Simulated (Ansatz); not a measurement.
# What Mg3SiO (built on the sites of a database entry of Ca3SnO) distorts into, part 2 of 2

Wanted: the energy along a soft mode of Mg3SiO (built on the sites of a database entry of Ca3SnO) and the structure at the end.

Ansatz 0.2.0; DFT PBE, scalar-relativistic, plane waves, norm-conserving pseudopotentials.

So far, highest frequency on the path or at a solved wavevector (cm⁻¹): step 2 (phonons on a q mesh) 471. Also lowest frequency on the path (cm⁻¹): step 2 -58.9.

The structure was built from a prototype and need not be the compound's stable phase.

### 4. The mode frozen in, largest atomic shift 0.22 Å

The atoms are moved along the unstable eigenvector, the largest shift by 0.22 Å, with the cell fixed.

Contents of input.yaml:

```yaml
crystal:
  lattice:
    - [4.2216622333, 4.2216622333, 0.0]
    - [4.2216622333, 0.0, 4.2216622333]
    - [4.2216622333, 0.0, -4.2216622333]
  atoms:
    - { symbol: Mg, position: [0.5, -0.0260560874, 0.5260560874] }
    - { symbol: Mg, position: [0.5, 0.5260560874, -0.0260560874] }
    - { symbol: Mg, position: [0.0, 0.5, 0.0] }
    - { symbol: Mg, position: [0.0, 0.0, 0.5] }
    - { symbol: Mg, position: [0.5, 0.4739439126, 0.4739439126] }
    - { symbol: Mg, position: [0.5, 0.0260560874, 0.0260560874] }
    - { symbol: Si, position: [0.0, 0.5, 0.5] }
    - { symbol: Si, position: [0.0, 0.0, 0.0] }
    - { symbol: O, position: [0.5, 0.25, 0.75] }
    - { symbol: O, position: [0.5, 0.75, 0.25] }
kpoints:
  mp_grid: { grid: [8, 8, 8] }
hamiltonian:
  xc: pbe
  pseudopotentials: { kind: nc }
scf:
  occupations: { method: methfessel_paxton, width: 0.2 }
output:
  forces: true
  stress: true
  eigenvalues: true
```

Started as:

```sh
$ ansatz run input.yaml --threads 8 --pin off --max-ram 14336MiB --backend cpu --events-out ev --progress --plain --runs-dir out
```

Numbers of over 12 decimals in the logs are rounded to 6 here.

Output:

```text
[...]
Crystal: 10 atoms, lattice volume = 150.481 Å³
Basis set: ecut = 1240 eV, 15009 PW (Γ), exchange–correlation on 144×144×144 points (8 copies of the dense FFT grid, shifted against one another)
Bands: 50, of which v1, the nominal top of the filled ones, is band 40 counted from 1 (39 counted from 0)
Symmetry: 16 space group operations
[...]
k-points: 59 of 512
[...]
k-point 0: bands = [... 36 lower, 5.1279, 7.9895, 8.0501, 8.0501, 9.1007, 9.1260, 10.1643, 10.2232, ... 6 higher]
  k-point 1: bands = [... 36 lower, 5.4139, 7.5548, 7.6630, 7.6974, 9.6185, 9.6434, 9.9632, 10.2740, ... 6 higher]
  k-point 2: bands = [... 36 lower, 5.9506, 6.7779, 7.1392, 7.1797, 9.6711, 10.4370, 10.4538, 10.6107, ... 6 higher]
  k-point 58: bands = [... 36 lower, 5.9494, 7.8502, 7.8502, 8.1298, 8.6329, 10.2863, 10.8153, 11.4817, ... 6 higher]
[key lines of the parts left out:]
SCF converged after 9 iterations
Free energy (F): -10861.277235 eV
Fermi energy:    8.436489 eV
P = ⅓ Tr σ = 0.2529 GPa (2.529 kbar)
```

Wall time 7.3 s (8 threads of AMD EPYC 9R14 (Zen 4), shared host); peak memory 2.4 GiB.

This step gave:

- pressure: 0.2529 GPa
- energy from the undistorted cell: -1.499 meV/atom

The energy, extrapolated to zero smearing, is -1.50 meV/atom against the undistorted cell.

The run ends at a pressure of 0.25 GPa, with forces up to 0.015 eV/Å.

### 5. Energy along the mode, all amplitudes (two of the runs are shown above)

An imaginary frequency means negative curvature, so the energy should fall and then rise again as anharmonic terms take over.

Numbers from this step:

| Item | Value |
| --- | --- |
| depth at the lowest point sampled | 1.499 meV/atom |
| largest atomic shift at that point | 0.22 Å |

Table of energy from the parent by largest atomic shift:

```tsv
largest atomic shift (Å)	energy from the parent (meV/atom)
0.000	0
0.040	-0.077
0.080	-0.295
0.140	-0.812
0.220	-1.50
0.320	-1.12
0.450	5.69
```

Displacement at unit largest shift by atom:

```tsv
atom	x (Å)	y (Å)	z (Å)	size
Mg1	0.00	0.00	-1.00	1.00
Mg2	0.00	0.00	1.00	1.00
Mg3	0.00	0.00	0.00	0.00
Mg4	0.00	0.00	0.00	0.00
Mg5	-1.00	0.00	0.00	1.00
Mg6	1.00	0.00	0.00	1.00
Si7	0.00	0.00	0.00	0.00
Si8	0.00	0.00	0.00	0.00
O9	0.00	0.00	0.00	0.00
O10	0.00	0.00	0.00	0.00
```

The lowest of the steps tried is at 0.22 Å, 1.50 meV/atom below the parent; the bottom of the well need not coincide with a step.

### 6. Relaxation from the frozen mode

Starting from the lowest point found, all atoms and the cell are let go, so that strain and other modes of the same symmetry can join in.

input.yaml, as its differences from that of step 4:

```diff
@@ -27 +27,6 @@
   eigenvalues: true
+relax:
+  adjacent_minimum: "off"
+  f_tol: 0.002
+  max_steps: 120
+  cell: { stress_tol: 0.03 }
```

Output:

```text
[...]
Crystal: 10 atoms, lattice volume = 150.481 Å³
Basis set: ecut = 1240 eV, 15009 PW (Γ), exchange–correlation on 144×144×144 points (8 copies of the dense FFT grid, shifted against one another)
Bands: 50, of which v1, the nominal top of the filled ones, is band 40 counted from 1 (39 counted from 0)
Symmetry: 16 space group operations
[...]
k-points: 59 of 512
[...]
SCF iter   1: F=—  HF=-10865.027196 eV  |F-HF|=—  |Δ(HF+E_count)|=         —  Δρ=9.59e-2  dr2=1.66e1  ethr=3.10e-3  ⟨swp⟩=8.5  Hψ=12963  notcnv=0
[...]
SCF iter   9: F=-10861.277235 eV  HF=-10861.277235 eV  |F-HF|=2.45e-9  |Δ(HF+E_count)|=   3.77e-8  S|Δr|=    0.00e0  Δρ=4.11e-6  dr2=1.64e-8  ethr=1.25e-10  ⟨swp⟩=14.5  Hψ=14994  notcnv=0
SCF 1 converged in 9 iterations: F = -10861.277235 eV  dr2 = 1.64e-8
relax step   1: F+E_penalty+E_count = -10861.27723512 eV  Δ(F+E_penalty+E_count) = +0.000e0 eV  max|allowed force component| = 1.456e-2 eV/Å  Δτ_max = 0.0000 Å  P = +0.253 GPa  Ω = 150.481 Å³  (9 SCF iters, dr2 threshold 1.00e-7 eV, accepted)
Crystal: 10 atoms, lattice volume = 150.772 Å³
Basis set: ecut = 1240 eV, 15033 PW (Γ), exchange–correlation on 144×144×144 points (8 copies of the dense FFT grid, shifted against one another)
[...]
SCF iter   5: F=-10861.278849 eV  HF=-10861.278849 eV  |F-HF|=1.05e-7  |Δ(HF+E_count)|=   3.52e-7  S|Δr|=    0.00e0  Δρ=1.11e-5  dr2=1.62e-7  ethr=1.25e-9  ⟨swp⟩=4.7  Hψ=8927  notcnv=0
SCF 2 converged in 5 iterations: F = -10861.278849 eV  dr2 = 1.62e-7
relax step   2: F+E_penalty+E_count = -10861.27884862 eV  Δ(F+E_penalty+E_count) = -1.613e-3 eV  max|allowed force component| = 1.703e-2 eV/Å  Δτ_max = 0.0048 Å  P = +0.100 GPa  Ω = 150.772 Å³  energy of the carried Pulay correction = -5.102e-5 eV  (5 SCF iters, dr2 threshold 1.00e-6 eV, accepted)
Crystal: 10 atoms, lattice volume = 151.043 Å³
Basis set: ecut = 1240 eV, 14985 PW (Γ), exchange–correlation on 144×144×144 points (8 copies of the dense FFT grid, shifted against one another)
[...]
SCF iter   6: F=-10861.280891 eV  HF=-10861.280891 eV  |F-HF|=5.50e-8  |Δ(HF+E_count)|=   3.86e-7  S|Δr|=    0.00e0  Δρ=8.02e-6  dr2=7.18e-8  ethr=5.05e-10  ⟨swp⟩=7.3  Hψ=12524  notcnv=0
SCF 3 converged in 6 iterations: F = -10861.280891 eV  dr2 = 7.18e-8
relax step   3: F+E_penalty+E_count = -10861.28089126 eV  Δ(F+E_penalty+E_count) = -2.043e-3 eV  max|allowed force component| = 1.771e-2 eV/Å  Δτ_max = 0.0208 Å  P = -0.007 GPa  Ω = 151.043 Å³  energy of the carried Pulay correction = -9.837e-5 eV  (6 SCF iters, dr2 threshold 4.04e-7 eV, accepted)
[...]
relax step   4: F+E_penalty+E_count = -10861.28228803 eV  Δ(F+E_penalty+E_count) = -1.397e-3 eV  max|allowed force component| = 8.250e-4 eV/Å  Δτ_max = 0.0357 Å  P = +0.059 GPa  Ω = 151.094 Å³  energy of the carried Pulay correction = -1.072e-4 eV  (6 SCF iters, dr2 threshold 3.92e-8 eV, accepted)
[...]
relax step   5: F+E_penalty+E_count = -10861.28229885 eV  Δ(F+E_penalty+E_count) = -1.082e-5 eV  max|allowed force component| = 1.842e-4 eV/Å  Δτ_max = 0.0028 Å  P = +0.000 GPa  Ω = 151.219 Å³  energy of the carried Pulay correction = -1.290e-4 eV  (5 SCF iters, dr2 threshold 1.57e-8 eV, accepted)
[...]
SCF iter   6: F=-10861.282448 eV  HF=-10861.282448 eV  |F-HF|=3.64e-12  |Δ(HF+E_count)|=  3.09e-11  S|Δr|=    0.00e0  Δρ=2.02e-7  dr2=8.60e-12  ethr=1.00e-12  ⟨swp⟩=7.3  Hψ=11182  notcnv=0
SCF 6 converged in 6 iterations: F = -10861.282448 eV  dr2 = 8.60e-12
relax step   6: F+E_penalty+E_count = -10861.28244786 eV  Δ(F+E_penalty+E_count) = -1.490e-4 eV  max|allowed force component| = 1.663e-4 eV/Å  Δτ_max = 0.0000 Å  P = +0.002 GPa  Ω = 151.219 Å³  stress off target by 5.24e-3 GPa  SCF on the basis re-selected at this cell (its energy is not comparable with the rows above)  (6 SCF iters)
basis re-selected at this cell: Δ(F+E_penalty+E_count) = -1.490e-4 eV, ΔP = +0.002 GPa vs the last step (what re-selecting the basis moved, of the pressure what is left beyond the Pulay correction that the steps carried, after the strain that the cell walked since its last selection, with what the two solves' SCF thresholds leave and, on support functions, any second-order correction that the steps lacked; it is no m [...]
SCF converged after 6 iterations
[...]
Free energy (F): -10861.282448 eV
[...]
Internal energy: -10861.283874 eV  (E = F + TS)
E sigma→0 (E₀):  -10861.282804 eV
Entropy (-TS):   0.001426 eV (0.143 meV/atom)
Fermi energy:    8.373662 eV
[...]
--- Forces (eV/Å), atoms counted from 1 ---
  atom   1  Mg     0.00000000    -0.00000000    -0.00016625
  atom   2  Mg     0.00000000     0.00000000     0.00016625
  atom   3  Mg    -0.00000000     0.00000000     0.00000000
  atom   4  Mg     0.00000000     0.00000000    -0.00000000
  atom   5  Mg    -0.00016625     0.00000000     0.00000000
  atom   6  Mg     0.00016625     0.00000000     0.00000000
  atom   7  Si     0.00000000     0.00000000     0.00000000
  atom   8  Si     0.00000000     0.00000000     0.00000000
  atom   9  O     -0.00000000    -0.00000000     0.00000000
  atom  10  O     -0.00000000    -0.00000000    -0.00000000
  max |Σ_I F_I| component: 2.17e-27 eV/Å
--- Stress (GPa, compression-positive) ---
        0.000883       0.000000       0.000000
        0.000000       0.005243       0.000000
        0.000000       0.000000       0.000883
  P = ⅓ Tr σ = 0.0023 GPa (0.023 kbar)
--- Band table (eV; the first three rows and the last of 59) ---
  k-point 0: bands = [... 36 lower, 5.0930, 7.8375, 8.0183, 8.0183, 8.9615, 9.1185, 10.0574, 10.1689, ... 6 higher]
  k-point 1: bands = [... 36 lower, 5.3692, 7.4363, 7.6019, 7.6687, 9.4723, 9.6304, 9.9092, 10.2163, ... 6 higher]
  k-point 2: bands = [... 36 lower, 5.9002, 6.6940, 7.0566, 7.1510, 9.6137, 10.3689, 10.3964, 10.4510, ... 6 higher]
  k-point 58: bands = [... 36 lower, 5.9189, 7.8153, 7.8153, 8.0884, 8.4627, 10.2927, 10.5942, 11.3813, ... 6 higher]
--- Relaxed structure (5 steps of the walk, 5 accepted, 1 SCFs on fresh bases) ---
  F+E_penalty+E_count = -10861.28244786 eV   max|allowed force component| = 1.663e-4 eV/Å   (the final SCF, on the basis selected at the relaxed cell)
  cell:  # Å, volume = 151.2192 Å³
    - [4.214420, 4.256976, 0.0]
    - [4.214420, 0.0, 4.214420]
    - [4.214420, 0.0, -4.214420]
  atoms:
    - { symbol: Mg, position: [0.5, -0.033643, 0.533643] }
    - { symbol: Mg, position: [0.5, 0.533643, -0.033643] }
    - { symbol: Mg, position: [0, 0.5, 0.0] }
    - { symbol: Mg, position: [0, 0.0, 0.5] }
    - { symbol: Mg, position: [0.5, 0.466357, 0.466357] }
    - { symbol: Mg, position: [0.5, 0.033643, 0.033643] }
    - { symbol: Si, position: [0, 0.5, 0.5] }
    - { symbol: Si, position: [0, 0, 0] }
    - { symbol: O, position: [0.5, 0.250000, 0.750000] }
    - { symbol: O, position: [0.5, 0.750000, 0.250000] }
```

It took 45 s on 8 threads; peak memory 2.5 GiB.

The steps of the relaxation:

```tsv
step	energy less that of the first step (eV)	largest force component (eV/Å)	pressure (GPa)	volume (Å³)
1	0.0000	0.0146	0.25	150.48
2	-0.0016	0.0170	0.10	150.77
3	-0.0037	0.0177	-0.01	151.04
4	-0.0051	0.0008	0.06	151.09
5	-0.0051	0.0002	0.00	151.22
6*	-0.0052	0.0002	0.00	151.22
```

Relaxation steps marked * repeat the geometry before them on a plane-wave basis chosen anew for their cell, so energy and pressure can jump there.

The run keeps the 16 symmetry operations that it works with, so distortions that break them were not tested.

```tsv
conventional cell, symmetrised	before	after	change
a (Å)	5.970	5.960	-0.2 %
b (Å)	5.970	5.960	-0.2 %
c (Å)	8.443	8.514	+0.8 %
volume (Å³/atom)	15.05	15.12	+0.5 %
```

The atoms that moved most (Å, as changes of fractional coordinates times the final cell):

```tsv
atom	dx	dy	dz	length
Mg1	0.000	0.000	-0.064	0.064
Mg6	0.064	0.000	0.000	0.064
Mg2	0.000	0.000	0.064	0.064
Mg5	-0.064	0.000	0.000	0.064
```

Final coordinates:

```xyz
10
Lattice="4.2144 4.2570 0.0000 4.2144 0.0000 4.2144 4.2144 0.0000 -4.2144" Properties=species:S:1:pos:R:3 pbc="T T T"
Mg    4.2144    2.1285   -2.3908
Mg    4.2144    2.1285    2.3908
Mg    2.1072    0.0000    2.1072
Mg    2.1072    0.0000   -2.1072
Mg    6.0381    2.1285    0.0000
Mg    2.3908    2.1285    0.0000
Si    4.2144    0.0000    0.0000
Si    0.0000    0.0000    0.0000
O     6.3216    2.1285   -2.1072
O     6.3216    2.1285    2.1072
```

Numbers from this step:

| Quantity | Value |
| --- | --- |
| pressure | 0.002337 GPa |
| volume per atom | 15.12 Å³ |

The distorted start has space group I4/mcm; the relaxation ends in I4/mcm.

### 7. Results

```yaml
unstable_mode_of_the_parent: q = (-0.5, -0.5, -0.5), 52i cm⁻¹
depth_at_the_lowest_point_sampled: 1.50 meV/atom
largest_atomic_shift_at_that_point: 0.22 Å
space_group_reached_within_0p01_a: I4/mcm
energy_gained_over_the_parent_first_relaxation_on_the_mesh_of_the_frozen_mode: 2.04 meV/atom
volume_per_atom_phase_reached: 15.1 Å³
```

**Reading.** Along this mode the structure falls into I4/mcm, 2.04 meV/atom below the parent. At the parent's cell the well is 1.499 meV/atom deep on the steps tried, with its lowest point at a shift of 0.22 Å. Relaxing atoms and cell changes the gain by +0.54 meV/atom against the lowest step (energies at zero smearing). The modes of the phase reached were not computed on this path. Of the 4 patterns followed to their end from this parent, this one ends 0.632 meV/atom above the lowest, P4/mbm. Another end point lies within 1 meV/atom; how such a difference moves with mesh and cutoff was not tested. Each path keeps the symmetry of its pattern, so a lower phase may lie along a pattern not tried. With no gap, or one that is small against the smearing, the frequencies hang on the k mesh and the smearing, most of all near Kohn anomalies. The starting cell was built on a prototype and not taken from a measurement, so the phase need not exist.

[Logs are printed without paths, hosts, clocks, repeated set-up lines and the standing remarks that a program may print on its own settings, such as how far it seeks lower states.]

[Hosts, paths, dates, database ids (printed as entryN), source tags and the programs' standing remarks are cut or masked in the printed files.]
